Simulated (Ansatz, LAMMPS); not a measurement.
**Glassy 84SiO2-16BaO (mol %) (71 atoms) under strain**

Aim: relax glassy 84SiO2-16BaO (mol %) (71 atoms), then change its volume and shape to read moduli from the stress.

Main program and level: Ansatz 0.2.0; Kohn-Sham DFT, PBE, PAW (set soft_1), plane waves.

### Step 1. The starting structure

The cell holds 71 atoms: 21 Si, 4 Ba and 46 O. Cell: a = 9.980 Å, b = 9.980 Å, c = 9.980 Å, α = 90.0°, β = 90.0°, γ = 90.0°. 71 atoms (21 Si, 4 Ba, 46 O) placed at random at 2.83 g/cm³, melted at 4000 K for 10 ps at fixed volume with the Morse and Coulomb pair potential with partial charges (Pedone, Malavasi, Menziani, Cormack and Segre, J. Phys. Chem. B 110, 11780 (2006)). Quenched from 4000 K to 300 K at 200 K/ps and fixed volume, held 10 ps at zero pressure, then minimised at fixed cell.

Limits known from the start: The quench rate of 200 K/ps far exceeds what a furnace or splat quench reaches, so expect more defects and frozen-in strain than in a real sample. The starting topology of bonds comes from the classical model, and needn't be the one that DFT or experiment would give. Only the Γ point is sampled. Spin–orbit coupling is left out, which matters for the levels of the heavy elements.

### Step 2. Single point at the start

A single point comes first, to see the forces before anything moves.

File input.yaml:

```yaml
crystal:
  lattice:
    - [9.98014, 0.0, 0.0]
    - [0.0, 9.98014, 0.0]
    - [0.0, 0.0, 9.98014]
  atoms:
    - { symbol: Si, position: [0.76808, 0.94446, 0.57117] }
    - { symbol: Si, position: [0.09442, 0.58974, 0.72346] }
    - { symbol: Si, position: [0.32904, 0.82882, 0.48212] }
    - { symbol: Si, position: [0.5966, 0.20099, 0.55639] }
    - { symbol: Si, position: [0.86522, 0.03595, 0.30422] }
    - { symbol: Si, position: [0.88903, 0.68418, 0.93162] }
    - { symbol: Si, position: [0.38367, 0.09126, 0.35058] }
    - { symbol: Si, position: [0.53229, 0.83193, 0.72195] }
    - { symbol: Si, position: [0.741, 0.89268, 0.08042] }
    - { symbol: Si, position: [0.3988, 0.27298, 0.79978] }
    - { symbol: Si, position: [0.07602, 0.2673, 0.74442] }
    - { symbol: Si, position: [0.02748, 0.7975, 0.50969] }
    - { symbol: Si, position: [0.48198, 0.01967, 0.9688] }
    - { symbol: Si, position: [0.31815, 0.76925, 0.08057] }
    - { symbol: Si, position: [0.38526, 0.58679, 0.82765] }
    - { symbol: Si, position: [0.44119, 0.54198, 0.45299] }
    - { symbol: Si, position: [0.04426, 0.70037, 0.21269] }
    - { symbol: Si, position: [0.58312, 0.65446, 0.19945] }
    - { symbol: Si, position: [0.10164, 0.17767, 0.45037] }
    - { symbol: Si, position: [0.72462, 0.32217, 0.31631] }
    - { symbol: Si, position: [0.01112, 0.40861, 0.25906] }
    - { symbol: Ba, position: [0.7573, 0.33279, 0.97711] }
    - { symbol: Ba, position: [0.76272, 0.55594, 0.5939] }
    - { symbol: Ba, position: [0.36102, 0.39117, 0.13374] }
    - { symbol: Ba, position: [0.1183, 0.07773, 0.05557] }
    - { symbol: O, position: [0.17211, 0.78244, 0.15233] }
    - { symbol: O, position: [0.3753, 0.92771, 0.36708] }
    - { symbol: O, position: [0.06451, 0.3145, 0.37553] }
    - { symbol: O, position: [0.49481, 0.70028, 0.80347] }
    - { symbol: O, position: [0.8632, 0.96964, 0.15788] }
    - { symbol: O, position: [0.68448, 0.7792, 0.17831] }
    - { symbol: O, position: [0.81295, 0.56984, 0.86138] }
    - { symbol: O, position: [0.94383, 0.67686, 0.08777] }
    - { symbol: O, position: [0.77287, 0.95702, 0.40815] }
    - { symbol: O, position: [0.25221, 0.13806, 0.43652] }
    - { symbol: O, position: [0.70899, 0.08956, 0.60998] }
    - { symbol: O, position: [0.08458, 0.55167, 0.25555] }
    - { symbol: O, position: [0.25311, 0.60058, 0.73103] }
    - { symbol: O, position: [0.05366, 0.1976, 0.60036] }
    - { symbol: O, position: [0.41842, 0.85806, 0.61209] }
    - { symbol: O, position: [0.80136, 0.82333, 0.94677] }
    - { symbol: O, position: [0.61843, 0.99575, 0.05336] }
    - { symbol: O, position: [0.49964, 0.53022, 0.59636] }
    - { symbol: O, position: [0.37284, 0.41803, 0.39663] }
    - { symbol: O, position: [0.61305, 0.31564, 0.21481] }
    - { symbol: O, position: [0.03476, 0.33625, 0.12337] }
    - { symbol: O, position: [0.68376, 0.31538, 0.47693] }
    - { symbol: O, position: [0.50128, 0.24154, 0.67939] }
    - { symbol: O, position: [0.34685, 0.67509, 0.44646] }
    - { symbol: O, position: [0.80791, 0.18264, 0.29266] }
    - { symbol: O, position: [0.99281, 0.7694, 0.35115] }
    - { symbol: O, position: [0.84781, 0.43123, 0.29254] }
    - { symbol: O, position: [0.43377, 0.71917, 0.17501] }
    - { symbol: O, position: [0.98389, 0.20355, 0.85057] }
    - { symbol: O, position: [0.05776, 0.4317, 0.73248] }
    - { symbol: O, position: [0.4397, 0.16954, 0.92344] }
    - { symbol: O, position: [0.36225, 0.91185, 0.01229] }
    - { symbol: O, position: [0.41059, 0.4277, 0.8512] }
    - { symbol: O, position: [0.02935, 0.65218, 0.58683] }
    - { symbol: O, position: [0.01253, 0.06235, 0.36682] }
    - { symbol: O, position: [0.31246, 0.64709, 0.9715] }
    - { symbol: O, position: [0.52826, 0.95312, 0.82494] }
    - { symbol: O, position: [0.35662, 0.12705, 0.20177] }
    - { symbol: O, position: [0.51274, 0.13155, 0.43896] }
    - { symbol: O, position: [0.91769, 0.88555, 0.58824] }
    - { symbol: O, position: [0.02777, 0.68371, 0.84041] }
    - { symbol: O, position: [0.67104, 0.83349, 0.63654] }
    - { symbol: O, position: [0.1738, 0.85283, 0.51686] }
    - { symbol: O, position: [0.57355, 0.58924, 0.34871] }
    - { symbol: O, position: [0.6044, 0.55824, 0.08109] }
    - { symbol: O, position: [0.23996, 0.24816, 0.77655] }
kpoints:
  mp_grid: { grid: [1, 1, 1] }
hamiltonian:
  xc: pbe
  pseudopotentials: { kind: paw, azcp: { folder: soft_1 } }
scf:
  occupations: { method: fixed }
output:
  forces: true
```

Run with:

```bash
> ansatz run input.yaml --threads 4 --pin off --max-ram 8192MiB --backend cpu --events-out ev --progress --plain --runs-dir out
```

Numbers of over 12 decimals in the logs are rounded to 6 here.

The log of the run:

```text
[...]
Pseudopotentials: kind: paw
Pseudopotential: Si, paw, valence charge 4, recommended cutoff 420 eV (normal), soft_1/Si.paw.azcp
Pseudopotential: Ba, paw, valence charge 10, recommended cutoff 420 eV (normal), soft_1/Ba.paw.azcp
Pseudopotential: O, paw, valence charge 6, recommended cutoff 420 eV (normal), soft_1/O.paw.azcp
[...]
Crystal: 71 atoms, lattice volume = 994.054 Å³
Basis set: ecut = 420 eV, 19549 PW (Γ), exchange–correlation on 144×144×144 points (8 copies of the dense FFT grid, shifted against one another)
Bands: 271, of which v1, the nominal top of the filled ones, is band 200 counted from 1 (199 counted from 0)
Symmetry: 1 space group operations
Space group: P1 (ITA 1), of the structure as read, at distance tolerance 1.0e-4 Å
k-points: 1
[...]
Initial density: superposition of atomic densities (chi_scale 0.1, normalization cell, long waves kept (reshape's long-wave potential 0.83 eV rms))
Initial wavefunctions: pseudopotential atomic-orbital guess
[...]
SCF iter   1: F=—  HF=-63370.648304 eV  |F-HF|=—  |Δ(HF+E_count)|=         —  Δρ=1.06e-1  dr2=1.32e2  ethr=3.10e-3  ⟨swp⟩=7.0  Hψ=895  notcnv=0  defer=69
preconditioner: auto → Resta (q_TF=auto, 2.344 Å⁻¹)  ε∞=3.2  [insulator: Δε(μ)=2.053 eV  Ē_g=15.878 eV  n_scr=202 (ndim 8)  ℏωp=23.3 eV  f_vac=0.040  ε∞_Penn≈3.2]
SCF iter   2: F=—  HF=-63335.120288 eV  |F-HF|=—  |Δ(HF+E_count)|=    3.55e1  Δρ=4.13e-2  dr2=2.12e1  ethr=3.10e-3  ⟨swp⟩=4.0  Hψ=629  notcnv=0  defer=69
SCF iter   3: F=—  HF=-63330.109860 eV  |F-HF|=—  |Δ(HF+E_count)|=    5.01e0  Δρ=1.78e-2  dr2=5.57e0  ethr=3.10e-3  ⟨swp⟩=3.0  Hψ=433  notcnv=0  defer=57
automatic band count: iteration 3 solves 259 bands in place of 271: the levels show a gap, and the empty bands left out lie too high to hold charge; the band table lists the bands solved (type scf.n_extra_bands for more)
SCF iter   4: F=—  HF=-63328.800190 eV  |F-HF|=—  |Δ(HF+E_count)|=    1.31e0  Δρ=8.25e-3  dr2=5.58e-1  ethr=1.39e-3  ⟨swp⟩=5.0  Hψ=656  notcnv=0  defer=57
SCF iter   5: F=—  HF=-63328.742513 eV  |F-HF|=—  |Δ(HF+E_count)|=   5.77e-2  Δρ=2.87e-3  dr2=8.54e-2  ethr=1.40e-4  ⟨swp⟩=3.0  Hψ=428  notcnv=0  defer=57
[...]
SCF iter  12: F=—  HF=-63328.772049 eV  |F-HF|=—  |Δ(HF+E_count)|=   1.20e-7  Δρ=3.65e-6  dr2=1.11e-7  ethr=1.43e-10  ⟨swp⟩=2.0  Hψ=403  notcnv=0  defer=57
SCF iter  13: F=-63328.772049 eV  HF=-63328.772049 eV  |F-HF|=2.00e-9  |Δ(HF+E_count)|=   2.13e-9  Δρ=1.30e-6  dr2=1.37e-8  ethr=2.50e-11  ⟨swp⟩=5.0  Hψ=825  notcnv=0
SCF 1 converged in 13 iterations: F = -63328.772049 eV  dr2 = 1.37e-8
[...]
SCF converged after 13 iterations
Free energy (F): -63328.772049 eV
Harris-Foulkes:  -63328.772049 eV  (|F-HF|=2.00e-9)
Internal energy: -63328.772049 eV  (E = F + TS)
E sigma→0 (E₀):  -63328.772049 eV
Fermi energy:    5.382677 eV
--- Per-component energies (eV) ---
[...]
Σ components = -63328.772049   (vs F -63328.772049, Δ=0.00e0)
--- Forces (eV/Å), atoms counted from 1 ---
  atom   1  Si    -0.23544002     0.85421349    -1.88325773
  atom   2  Si    -0.16704479     0.13085778     1.06892986
  atom   3  Si     0.83854906    -1.13898741     0.13293883
  atom   4  Si     0.33142627    -1.13425769    -1.66904047
[...]
atom  71  O      0.51105015    -0.47756697     0.28511977
  max |Σ_I F_I| component: 1.67e-5 eV/Å
```

The job ended after 6.5 s (4 threads of Intel Xeon Platinum 8375C at 2.90GHz (Ice Lake), shared host; peak memory 1.2 GiB).

The column dr2 measures how far the density is from self-consistency, as an energy; F and HF (Harris–Foulkes) agree once it is small.

The r.m.s. force at the start is 1.1 eV/Å.

### Step 3. Cell and atoms relaxed

The cell is relaxed with the atoms, since the starting lattice needn't suit this functional.

File input.yaml:

```yaml
crystal:
  lattice:
    - [9.98014, 0.0, 0.0]
    - [0.0, 9.98014, 0.0]
    - [0.0, 0.0, 9.98014]
  atoms:
    [... the 71 atom lines of step 2 ...]
kpoints:
  mp_grid: { grid: [1, 1, 1] }
hamiltonian:
  xc: pbe
  pseudopotentials: { kind: paw, azcp: { folder: soft_1 } }
scf:
  occupations: { method: fixed }
output:
  forces: true
relax:
  f_tol: 0.05
  max_steps: 150
  cell: {}
```

The log of the run:

```text
[...]
Crystal: 71 atoms, lattice volume = 994.054 Å³
Basis set: ecut = 420 eV, 19549 PW (Γ), exchange–correlation on 144×144×144 points (8 copies of the dense FFT grid, shifted against one another)
Bands: 271, of which v1, the nominal top of the filled ones, is band 200 counted from 1 (199 counted from 0)
Symmetry: 1 space group operations
[...]
k-points: 1
[...]
SCF iter   1: F=—  HF=-63370.648304 eV  |F-HF|=—  |Δ(HF+E_count)|=         —  Δρ=1.06e-1  dr2=1.32e2  ethr=3.10e-3  ⟨swp⟩=7.0  Hψ=895  notcnv=0  defer=69
[...]
SCF iter  13: F=-63328.772049 eV  HF=-63328.772049 eV  |F-HF|=2.02e-9  |Δ(HF+E_count)|=   2.15e-9  Δρ=1.30e-6  dr2=1.38e-8  ethr=2.50e-11  ⟨swp⟩=5.0  Hψ=837  notcnv=0
SCF 1 converged in 13 iterations: F = -63328.772049 eV  dr2 = 1.38e-8
[...]
relax step   1: F+E_penalty+E_count = -63328.77204851 eV  Δ(F+E_penalty+E_count) = +0.000e0 eV  max|allowed force component| = 2.893e0 eV/Å  Δτ_max = 0.0000 Å  P = +5.405 GPa  Ω = 994.054 Å³  (13 SCF iters, dr2 threshold 1.00e-7 eV, accepted)
[... from here on, the SCF cycles and remarks between the steps are left out ...]
relax step   2: F+E_penalty+E_count = -63331.03498246 eV  Δ(F+E_penalty+E_count) = -2.263e0 eV  max|allowed force component| = 1.861e0 eV/Å  Δτ_max = 0.1950 Å  P = +3.486 GPa  Ω = 996.976 Å³  energy of the carried Pulay correction = -5.538e-3 eV  (7 SCF iters, dr2 threshold 7.10e-6 eV, accepted)
relax step   3: F+E_penalty+E_count = -63332.39779937 eV  Δ(F+E_penalty+E_count) = -1.363e0 eV  max|allowed force component| = 1.334e0 eV/Å  Δτ_max = 0.1947 Å  P = +0.504 GPa  Ω = 1007.892 Å³  energy of the carried Pulay correction = -2.608e-2 eV  (8 SCF iters, dr2 threshold 7.10e-6 eV, accepted)
relax step   4: F+E_penalty+E_count = -63332.79343538 eV  Δ(F+E_penalty+E_count) = -3.956e-1 eV  max|allowed force component| = 6.956e-1 eV/Å  Δτ_max = 0.2000 Å  P = +0.124 GPa  Ω = 1010.144 Å³  energy of the carried Pulay correction = -3.029e-2 eV  (7 SCF iters, dr2 threshold 7.10e-6 eV, accepted)
relax step   5: F+E_penalty+E_count = -63333.14807631 eV  Δ(F+E_penalty+E_count) = -3.546e-1 eV  max|allowed force component| = 4.116e-1 eV/Å  Δτ_max = 0.2000 Å  P = +0.007 GPa  Ω = 1012.050 Å³  energy of the carried Pulay correction = -3.384e-2 eV  (7 SCF iters, dr2 threshold 7.10e-6 eV, accepted)
relax step   6: F+E_penalty+E_count = -63333.21879844 eV  Δ(F+E_penalty+E_count) = -7.072e-2 eV  max|allowed force component| = 3.440e-1 eV/Å  Δτ_max = 0.0539 Å  P = +0.047 GPa  Ω = 1010.957 Å³  energy of the carried Pulay correction = -3.181e-2 eV  (6 SCF iters, dr2 threshold 7.10e-6 eV, accepted)
relax step   7: F+E_penalty+E_count = -63333.22614665 eV  Δ(F+E_penalty+E_count) = -7.348e-3 eV  max|allowed force component| = 5.488e-1 eV/Å  Δτ_max = 0.2000 Å  P = +0.011 GPa  Ω = 1004.954 Å³  energy of the carried Pulay correction = -2.057e-2 eV  (7 SCF iters, dr2 threshold 7.10e-6 eV, rejected (line search))
relax step   8: F+E_penalty+E_count = -63333.31548383 eV  Δ(F+E_penalty+E_count) = -9.669e-2 eV  max|allowed force component| = 1.153e-1 eV/Å  Δτ_max = 0.1000 Å  P = +0.018 GPa  Ω = 1009.198 Å³  energy of the carried Pulay correction = -2.852e-2 eV  (12 SCF iters, accepted)
relax step   9: F+E_penalty+E_count = -63333.35849386 eV  Δ(F+E_penalty+E_count) = -4.301e-2 eV  max|allowed force component| = 1.141e-1 eV/Å  Δτ_max = 0.1000 Å  P = -0.000 GPa  Ω = 1007.118 Å³  energy of the carried Pulay correction = -2.463e-2 eV  (7 SCF iters, dr2 threshold 8.31e-7 eV, accepted)
relax step  10: F+E_penalty+E_count = -63333.40609242 eV  Δ(F+E_penalty+E_count) = -4.760e-2 eV  max|allowed force component| = 3.022e-1 eV/Å  Δτ_max = 0.1480 Å  P = -0.102 GPa  Ω = 1003.909 Å³  energy of the carried Pulay correction = -1.861e-2 eV  (8 SCF iters, dr2 threshold 8.14e-7 eV, accepted)
relax step  11: F+E_penalty+E_count = -63333.48383896 eV  Δ(F+E_penalty+E_count) = -7.775e-2 eV  max|allowed force component| = 4.404e-1 eV/Å  Δτ_max = 0.1953 Å  P = -0.058 GPa  Ω = 998.658 Å³  energy of the carried Pulay correction = -8.717e-3 eV  (7 SCF iters, dr2 threshold 5.71e-6 eV, accepted)
relax step  12: F+E_penalty+E_count = -63333.44475520 eV  Δ(F+E_penalty+E_count) = +3.908e-2 eV  max|allowed force component| = 8.756e-1 eV/Å  Δτ_max = 0.1240 Å  P = +0.737 GPa  Ω = 995.045 Å³  energy of the carried Pulay correction = -1.879e-3 eV  (7 SCF iters, dr2 threshold 7.10e-6 eV, rejected (line search))
relax step  13: F+E_penalty+E_count = -63333.56393755 eV  Δ(F+E_penalty+E_count) = -8.010e-2 eV  max|allowed force component| = 2.941e-1 eV/Å  Δτ_max = 0.0620 Å  P = -0.033 GPa  Ω = 999.070 Å³  energy of the carried Pulay correction = -9.494e-3 eV  (11 SCF iters, accepted)
relax step  14: F+E_penalty+E_count = -63333.55525619 eV  Δ(F+E_penalty+E_count) = +8.681e-3 eV  max|allowed force component| = 3.651e-1 eV/Å  Δτ_max = 0.1000 Å  P = -0.185 GPa  Ω = 1000.813 Å³  energy of the carried Pulay correction = -1.278e-2 eV  (7 SCF iters, dr2 threshold 5.41e-6 eV, rejected (line search))
relax step  15: F+E_penalty+E_count = -63333.59254601 eV  Δ(F+E_penalty+E_count) = -2.861e-2 eV  max|allowed force component| = 5.080e-2 eV/Å  Δτ_max = 0.0500 Å  P = -0.005 GPa  Ω = 999.141 Å³  energy of the carried Pulay correction = -9.629e-3 eV  (11 SCF iters, accepted)
relax step  16: F+E_penalty+E_count = -63333.59469420 eV  Δ(F+E_penalty+E_count) = -2.148e-3 eV  max|allowed force component| = 5.892e-2 eV/Å  Δτ_max = 0.0500 Å  P = +0.011 GPa  Ω = 999.136 Å³  energy of the carried Pulay correction = -9.619e-3 eV  (8 SCF iters, dr2 threshold 1.61e-7 eV, accepted)
relax step  17: F+E_penalty+E_count = -63333.59665404 eV  Δ(F+E_penalty+E_count) = -1.960e-3 eV  max|allowed force component| = 6.342e-2 eV/Å  Δτ_max = 0.0350 Å  P = -0.013 GPa  Ω = 999.402 Å³  energy of the carried Pulay correction = -1.012e-2 eV  (7 SCF iters, dr2 threshold 2.17e-7 eV, accepted)
relax step  18: F+E_penalty+E_count = -63333.59926080 eV  Δ(F+E_penalty+E_count) = -2.607e-3 eV  max|allowed force component| = 1.795e-2 eV/Å  Δτ_max = 0.0193 Å  P = +0.014 GPa  Ω = 998.985 Å³  energy of the carried Pulay correction = -9.335e-3 eV  (7 SCF iters, dr2 threshold 2.51e-7 eV, accepted)
relax step  19: F+E_penalty+E_count = -63333.60522594 eV  Δ(F+E_penalty+E_count) = -5.965e-3 eV  max|allowed force component| = 1.789e-2 eV/Å  Δτ_max = 0.0000 Å  P = +0.040 GPa  Ω = 998.985 Å³  stress off target by 1.09e-1 GPa  SCF on the basis re-selected at this cell (its energy is not comparable with the rows above)  (7 SCF iters)
relax step  20: F+E_penalty+E_count = -63333.60440401 eV  Δ(F+E_penalty+E_count) = +8.219e-4 eV  max|allowed force component| = 9.877e-3 eV/Å  Δτ_max = 0.0104 Å  P = -0.017 GPa  Ω = 999.750 Å³  energy of the carried Pulay correction = -1.539e-3 eV  (7 SCF iters, dr2 threshold 2.99e-8 eV, accepted)
relax step  21: F+E_penalty+E_count = -63333.60648474 eV  Δ(F+E_penalty+E_count) = -2.081e-3 eV  max|allowed force component| = 9.878e-3 eV/Å  Δτ_max = 0.0000 Å  P = -0.016 GPa  Ω = 999.750 Å³  stress off target by 2.29e-2 GPa  SCF on the basis re-selected at this cell (its energy is not comparable with the rows above)  (5 SCF iters)
[...]
SCF converged after 5 iterations
Free energy (F): -63333.606485 eV
[...]
Internal energy: -63333.606485 eV  (E = F + TS)
E sigma→0 (E₀):  -63333.606485 eV
Fermi energy:    4.690350 eV
[...]
--- Forces (eV/Å), atoms counted from 1 ---
  atom   1  Si     0.00144549    -0.00381170     0.00594623
  atom   2  Si     0.00111429     0.00319513    -0.00195288
  atom   3  Si    -0.00052534    -0.00070985     0.00221429
  atom   4  Si    -0.00328560    -0.00514604     0.00334083
  atom   5  Si     0.00632690    -0.00592945    -0.00228766
  atom   6  Si     0.00329828     0.00478531     0.00311545
  atom   7  Si     0.00318304    -0.00026681     0.00367607
  atom   8  Si     0.00226237    -0.00336290    -0.00270288
  atom   9  Si     0.00032147    -0.00093857    -0.00362506
  atom  10  Si    -0.00292618     0.00418098    -0.00506166
  atom  11  Si    -0.00152917     0.00392349    -0.00600695
  atom  12  Si     0.00219420     0.00520181    -0.00807661
  atom  13  Si     0.00440395     0.00259977    -0.00149699
  atom  14  Si     0.00050185    -0.00987806     0.00095552
[...]
atom  70  O     -0.00025228    -0.00012783    -0.00048363
  atom  71  O     -0.00256915    -0.00313034     0.00189348
  max |Σ_I F_I| component: 1.87e-5 eV/Å
--- Stress (GPa, compression-positive) ---
       -0.009717       0.004602      -0.000426
        0.004601      -0.021176      -0.001188
       -0.000425      -0.001188      -0.015627
  P = ⅓ Tr σ = -0.0155 GPa (-0.155 kbar)
--- Relaxed structure (19 steps of the walk, 16 accepted, 2 SCFs on fresh bases) ---
  F+E_penalty+E_count = -63333.60648474 eV   max|allowed force component| = 9.878e-3 eV/Å   (the final SCF, on the basis selected at the relaxed cell)
  cell:  # Å, volume = 999.7504 Å³
    - [10.045765, 0.015017, 0.156802]
    - [0.015017, 10.037037, -0.061040]
    - [0.156802, -0.061040, 9.918080]
  atoms:
    - { symbol: Si, position: [0.760590, 0.936410, 0.551916] }
    - { symbol: Si, position: [0.087464, 0.586886, 0.722670] }
    - { symbol: Si, position: [0.311743, 0.830420, 0.484392] }
    - { symbol: Si, position: [0.592146, 0.187537, 0.545684] }
[...]
- { symbol: O, position: [0.237250, 0.249408, 0.769235] }
```

It took 80 s on 4 threads; peak memory 1.2 GiB; 4.8 min of CPU time.

The relaxation converged after 19 steps, with a largest force component of 0.0099 eV/Å.

(Part 1 of 4 ends here.)

[Logs are printed without paths, hosts, clocks, repeated set-up lines and the standing remarks that a program may print on its own settings, such as how far it seeks lower states.]

[Hosts, paths, dates, database ids (printed as entryN), source tags and the programs' standing remarks are cut or masked in the printed files.]
